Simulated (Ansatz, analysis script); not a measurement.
# Energy of spin spirals in a linear Ti chain, spacing 2.521 Å

Wanted: E(q) and the moments of a linear Ti chain, spacing 2.521 Å along a path through the zone.

Calculated with Ansatz 0.2.0; PBE, PAW set soft_1.

Report form: the programs' logs are mostly left out.

## 1. Starting point

The cell holds 1 atom: 1 Ti. Cell: a = 12.000 Å, b = 12.000 Å, c = 2.521 Å, α = 90.0°, β = 90.0°, γ = 90.0°. An idealised lattice of chosen spacing, in vacuum. Vacuum lies along a and b. The structure's axis is c.

## 2. Starting state

First a free collinear run, to see which state the typed moments lead to.

Contents of input.yaml:

```yaml
crystal:
  lattice:
    - [12.0, 0.0, 0.0]
    - [0.0, 12.0, 0.0]
    - [0.0, 0.0, 2.521]
  atoms:
    - { symbol: Ti, position: [0.5, 0.5, 0.0], spin: 1.0 }
magnetization:
  spin_polarized: true
kpoints:
  mp_grid: { grid: [1, 1, 11] }
hamiltonian:
  xc: pbe
  pseudopotentials: { kind: paw, azcp: { folder: soft_1 } }
scf:
  occupations: { method: fermi_dirac, width: 0.1 }
  max_iter: 120
  convergence: { dr2_threshold: 1.0e-08 }
  lower_state_search: "off"
output:
  write_density: true
  write_potential: true
  elf: true
  volumetric_format: npy
```

Started as:

```
$ ansatz run input.yaml --threads 4 --pin off --max-ram 8192MiB --backend cpu --events-out ev --progress --plain --runs-dir out
```

Elapsed: 11 s, on 4 threads of Arm Neoverse V2, shared host; peak memory 0.51 GiB; 38 s of CPU time.

Spin moment in the atom's sphere by atom:

| atom | spin moment in the atom's sphere (μB) |
| --- | --- |
| Ti1 | 1.69 |

The run ends ferromagnetic, with a net moment of 2.80 μB a cell. With one Ti atom carrying the moment, parallel order of its images is forced by the cell, not found.

Spin density in the ca plane at fractional y = 0.500, with atoms of Ti within 0.2 Å of it.

Values in e/Å³, 24 rows by 13 columns, each cell a mean:
```
0.0 0.0 0.0 0.0 0.0 0.0 0.0 0.0 0.0 0.0 0.0 0.0 0.0
0.0 0.0 0.0 0.0 0.0 0.0 0.0 0.0 0.0 0.0 0.0 0.0 0.0
0.0 0.0 0.0 0.0 0.0 0.0 0.0 0.0 0.0 0.0 0.0 0.0 0.0
0.0 0.0 0.0 0.0 0.0 0.0 0.0 0.0 0.0 0.0 0.0 0.0 0.0
0.0 0.0 0.0 0.0 0.0 0.0 0.0 0.0 0.0 0.0 0.0 0.0 0.0
0.0 0.0 0.0 0.0 0.0 0.0 0.0 0.0 0.0 0.0 0.0 0.0 0.0
0.0 0.0 0.0 0.0 0.0 0.0 0.0 0.0 0.0 0.0 0.0 0.0 0.0
0.0 0.0 0.0 0.0 0.0 0.0 0.0 0.0 0.0 0.0 0.0 0.0 0.0
0.0 0.0 0.0 0.0 0.0 0.0 0.0 0.0 0.0 0.0 0.0 0.0 0.0
0.1 0.1 0.1 0.1 0.1 0.1 0.1 0.1 0.1 0.1 0.1 0.1 0.1
0.4 0.4 0.3 0.2 0.1 0.1 0.1 0.1 0.1 0.1 0.2 0.3 0.4
1.4 1.2 0.8 0.4 0.2 0.1 0.1 0.1 0.1 0.2 0.4 0.8 1.2
1.0 0.9 0.6 0.3 0.2 0.1 0.1 0.1 0.1 0.2 0.3 0.6 0.9
0.2 0.2 0.2 0.1 0.1 0.1 0.1 0.1 0.1 0.1 0.1 0.2 0.2
0.0 0.0 0.0 0.0 0.0 0.0 0.0 0.0 0.0 0.0 0.0 0.0 0.0
0.0 0.0 0.0 0.0 0.0 0.0 0.0 0.0 0.0 0.0 0.0 0.0 0.0
0.0 0.0 0.0 0.0 0.0 0.0 0.0 0.0 0.0 0.0 0.0 0.0 0.0
0.0 0.0 0.0 0.0 0.0 0.0 0.0 0.0 0.0 0.0 0.0 0.0 0.0
0.0 0.0 0.0 0.0 0.0 0.0 0.0 0.0 0.0 0.0 0.0 0.0 0.0
0.0 0.0 0.0 0.0 0.0 0.0 0.0 0.0 0.0 0.0 0.0 0.0 0.0
0.0 0.0 0.0 0.0 0.0 0.0 0.0 0.0 0.0 0.0 0.0 0.0 0.0
0.0 0.0 0.0 0.0 0.0 0.0 0.0 0.0 0.0 0.0 0.0 0.0 0.0
0.0 0.0 0.0 0.0 0.0 0.0 0.0 0.0 0.0 0.0 0.0 0.0 0.0
0.0 0.0 0.0 0.0 0.0 0.0 0.0 0.0 0.0 0.0 0.0 0.0 0.0
```
Columns run along c (2.5 Å), rows up along a (12.0 Å). Atoms in or near the plane, at fractional coordinates: Ti at (0.00, 0.50).

Valence density in the ca plane at fractional y = 0.500, with atoms of Ti within 0.2 Å of it. It is the smooth field of the valence electrons, not physical close to the nuclei.

Ten steps, logarithmic in the rise over the least value, from '_' (0 e/Å³) to '@' (11 e/Å³), each cell a mean:
```
__________________________
__________________________
__________________________
__________________________
__________________________
__________________________
__________________________
__________________________
__________________________
::::....................::
####**==--::::::::--==**##
@@@@%%##++--------++##%%@@
@@@@%%**==--::::--==**%%@@
++++==--::::::::::::--==++
..........................
__________________________
__________________________
__________________________
__________________________
__________________________
__________________________
__________________________
__________________________
__________________________
```
Columns run along c (2.5 Å), rows up along a (12.0 Å). Atoms in or near the plane, at fractional coordinates: Ti at (0.00, 0.50).

ELF in the ca plane at fractional y = 0.500, with atoms of Ti within 0.2 Å of it. It is the smooth field of the valence electrons, not physical close to the nuclei.

Ten even steps from '0' (0.00) to '9' (0.70), each cell a mean:
```
0000000000000
0000000000000
0000000000000
0000000000000
0000000000000
0001111111100
1222334433222
2334567765433
2234689986432
1112468864211
8875334433578
8998533335899
9998533335899
5543346643345
1123578875321
2235688886532
2233456654332
1112222222211
0000000000000
0000000000000
0000000000000
0000000000000
0000000000000
0000000000000
```
Columns run along c (2.5 Å), rows up along a (12.0 Å). Atoms in or near the plane, at fractional coordinates: Ti at (0.00, 0.50).

## 3. The same state on a denser mesh

Levels at the Fermi energy are partly filled, so moments and energy differences can hang on the k-mesh, and the state is solved again on a denser one.

input.yaml, the sections that differ from step 2:

```yaml
crystal:
  lattice:
    - [12.0, 0.0, 0.0]
    - [0.0, 12.0, 0.0]
    - [0.0, 0.0, 2.521]
  atoms:
    - { symbol: Ti, position: [0.5, 0.5, 0.0], spin: 1.69 }
kpoints:
  mp_grid: { grid: [1, 1, 42] }
basis:
  ecutwfc: 420.0
checkpoint:
  read: start
  write: ck
  compress: false
  write_wavefunctions: false
  write_every: 100000
# magnetization, hamiltonian, scf: as in step 2
# output: removed
```

It took 2.6 s on 4 threads; peak memory 0.6 GiB.

Spin moment in the atom's sphere by atom:

| atom | spin moment in the atom's sphere (μB) |
| --- | --- |
| Ti1 | 1.72 |

The run ends ferromagnetic, with a net moment of 2.83 μB a cell, against 2.80 μB on the first mesh.

Each spiral starts from these moments, tilted 30° from the rotation axis z (a cone), with their directions locked in the turning frame; energies are taken at the locked directions, corrected for the field of the lock. Spin–orbit coupling is switched off, so the energy does not depend on how the axis lies in the crystal. The folder named start holds the saved collinear state, from which each run begins.

The runs on spinors take the mesh 1×1×44.

## 4. q = (0, 0, 0)

The reference is the same input at q = 0, so that basis and exchange-correlation form match those at other q. Every q is chosen so that q/2 is a mesh vector: every spiral then samples the k-points of q = 0, and much mesh noise cancels.

input.yaml, the sections that differ from step 3:

```yaml
crystal:
  lattice:
    - [12.0, 0.0, 0.0]
    - [0.0, 12.0, 0.0]
    - [0.0, 0.0, 2.521]
  atoms:
    - { symbol: Ti, position: [0.5, 0.5, 0.0], spin: 1.72, spin_axis: [0.5, 0.0, 0.866025] }
kpoints:
  mp_grid: { grid: [1, 1, 44] }
magnetization:
  noncollinear: true
  spin_spiral: { q: [0.0, 0.0, 0.0] }
  spin_locking: { lock_directions: true }
checkpoint:
  read: start
# hamiltonian, scf, basis: as in step 3
```

Started as:

```
$ ansatz run input.yaml --threads 2 --pin off --max-ram 4096MiB --backend cpu --events-out ev --progress --plain --runs-dir out
```

Run time: 32 s. Hardware: 2 threads; peak memory 1.2 GiB.

The largest moment is 1.72 μB, against 1.72 μB in the collinear run.

## 5. q = (0, 0, 0.045)

Only q changes. The cell stays that of the crystal, since the generalised Bloch theorem carries the rotation from cell to cell.

Changes to input.yaml since step 4:

```diff
@@ -21,3 +21,3 @@
   noncollinear: true
-  spin_spiral: { q: [0.0, 0.0, 0.0] }
+  spin_spiral: { q: [0.0, 0.0, 0.04545455] }
   spin_locking: { lock_directions: true }
```

It took 43 s on 2 threads; peak memory 1.2 GiB; 85 s of CPU time.

The energy of the cell lies 0.622 meV below that at q = 0, and the largest moment is 1.72 μB against 1.72 μB.

## 6. q = (0, 0, 0.136)

Changes to input.yaml since step 5:

```diff
@@ -21,3 +21,3 @@
   noncollinear: true
-  spin_spiral: { q: [0.0, 0.0, 0.04545455] }
+  spin_spiral: { q: [0.0, 0.0, 0.13636364] }
   spin_locking: { lock_directions: true }
```

It took 45 s on 2 threads; peak memory 1.2 GiB; 89 s of CPU time.

The energy of the cell lies 5.64 meV below that at q = 0, and the largest moment is 1.72 μB against 1.72 μB.

## 7. q = (0, 0, 0.318)

Changes to input.yaml since step 6:

```diff
@@ -21,3 +21,3 @@
   noncollinear: true
-  spin_spiral: { q: [0.0, 0.0, 0.13636364] }
+  spin_spiral: { q: [0.0, 0.0, 0.31818182] }
   spin_locking: { lock_directions: true }
```

Run time: 98 s. Hardware: 2 threads; peak memory 1.2 GiB; 3.3 min of CPU time.

The energy of the cell lies 16.7 meV below that at q = 0, and the largest moment is 1.48 μB against 1.72 μB.

## 8. q = (0, 0, 0.5)

Changes to input.yaml since step 7:

```diff
@@ -21,3 +21,3 @@
   noncollinear: true
-  spin_spiral: { q: [0.0, 0.0, 0.31818182] }
+  spin_spiral: { q: [0.0, 0.0, 0.5] }
   spin_locking: { lock_directions: true }
```

Run time: 66 s. Hardware: 2 threads; peak memory 1.2 GiB.

The energy of the cell lies 12.9 meV above that at q = 0, and the largest moment is 0.972 μB against 1.72 μB.

4 more runs differ from these in the same keys alone and are tabled below.

## 9. The spirals together

| q (reciprocal lattice) | path length (1/Å) | E(q) − E(0) (meV a magnetic atom) | \|m\| Ti no. 1 (μB) |
| --- | --- | --- | --- |
| (0, 0, 0) | 0.000 | 0.00 | 1.72 |
| (0, 0, 0.045) | 0.113 | -0.62 | 1.72 |
| (0, 0, 0.136) | 0.340 | -5.64 | 1.72 |
| (0, 0, 0.182) | 0.453 | -9.77 | 1.70 |
| (0, 0, 0.273) | 0.680 | -17.10 | 1.59 |
| (0, 0, 0.318) | 0.793 | -16.70 | 1.48 |
| (0, 0, 0.364) | 0.906 | -13.01 | 1.33 |
| (0, 0, 0.455) | 1.133 | 3.04 | 1.04 |
| (0, 0, 0.5) | 1.246 | 12.86 | 0.97 |

## 10. Results

| Quantity | Value |
| --- | --- |
| lowest point of the path | q = (0, 0, 0.273), -17.1 meV a magnetic atom from q = 0 |
| highest point | 12.9 meV a magnetic atom |

In words: The state at q = (0, 0, 0.273) lies 17.1 meV a magnetic atom below the ferromagnetic start, so that start is not the lowest state. The moments change by at most 44 % from their size at q = 0, so they are itinerant and a model of rigid spins is rough. These are energies of cones, which for rigid moments are sin²θ = 0.25 times those of flat spirals. No spin model is given, since the moments change too much along the path. The 9 spiral runs took 9.7 min of wall time, added up. Energies are free energies at a smearing of 0.1 eV, and with partly filled levels differences shift, at times strongly, as the smearing goes to zero. The cell was taken as built, with atoms unrelaxed. In doubt: the program's search for lower states was switched off, so a lower magnetic state than those reached may exist.

[Logs and program files are shortened in this print: banners, set-up blocks, solver, clock and traceback lines can be left out without a mark of their own.]

[Logs are printed without paths, hosts, clocks, repeated set-up lines and the standing remarks that a program may print on its own settings, such as how far it seeks lower states.]

[Hosts, paths, dates, database ids (printed as entryN), source tags and the programs' standing remarks are cut or masked in the printed files.]
